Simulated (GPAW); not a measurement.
## WS2 (P6_3/mmc): how ε∞ follows the gap

The empty bands of WS2 (P6_3/mmc) are shifted up rigidly by Δ, and ε∞ along x is computed for each shift. x, y and z are the Cartesian axes of the input cell.

Cell: a, b, c = 3.180, 3.180, 12.500 Å (primitive vectors), 6 atoms.

Method: GPAW 26.7.0, LDA, RPA, k-mesh 12×12×3, local fields up to 50 eV, Lorentzian half width 0.15 eV.

Launch of the response step: `OMP_NUM_THREADS=1 python df.py`. The series took 24.6 min in all, its band step included, on 1 thread of Arm Neoverse V1, with other jobs on the host.

| Δ (eV) | ε∞ along x |
| --- | --- |
| 0.00 | ? |
| 0.40 | 11.639 |
| 0.80 | 10.781 |
| 1.20 | 10.067 |
| 1.60 | 9.460 |
| 2.00 | 8.938 |

With one effective transition at E₀ and fixed dipole strength, ε∞ − 1 = A/(E₀ + Δ), so 1/(ε∞ − 1) is linear in Δ.

Working, on the rows shown:

| x = Δ (eV) | y = 1/(ε∞ − 1) |
| --- | --- |
| 0.4 | 0.0939938 |
| 0.8 | 0.102239 |
| 1.2 | 0.11029 |
| 1.6 | 0.118203 |
| 2 | 0.125976 |

Means: x̄ = 1.2, ȳ = 0.11014. Σ(x − x̄)(y − ȳ) = 0.03197, Σ(x − x̄)² = 1.6. Slope = 0.03197 / 1.6 = 0.01998; intercept = ȳ − slope · x̄ = 0.086162. Turned back into ε∞ along x, the line misses the rows shown by at most 0.018.

Problem. What does the fit predict for the withheld row, and how well does it do?

Solution. At x = 0 the line gives y = 0.086162, that is 12.606. The run gave 12.695, so the extrapolation is off by 0.089, 2 % of the range in the table.

Refitted with all rows, the slope is 0.02022 and the intercept 0.085819. These give E₀ = intercept/slope = 4.2 eV, far above the least direct gap of 1.72 eV: most of the screening comes from transitions well over the edge. Over the first step ε∞ falls by 21 % per eV. The cell comes from an older database entry, whose edges can be off by a per cent or so. Excitons are left out; LDA gaps are as a rule too small. The values come from a sum over the points of one k-mesh and carry its error, which grows as the direct gap shrinks. This version of GPAW has incomplete matrix elements in the optical limit, which can lower ε − 1 by up to a tenth where first-row anions or d states rule. Spin-orbit coupling is left out.
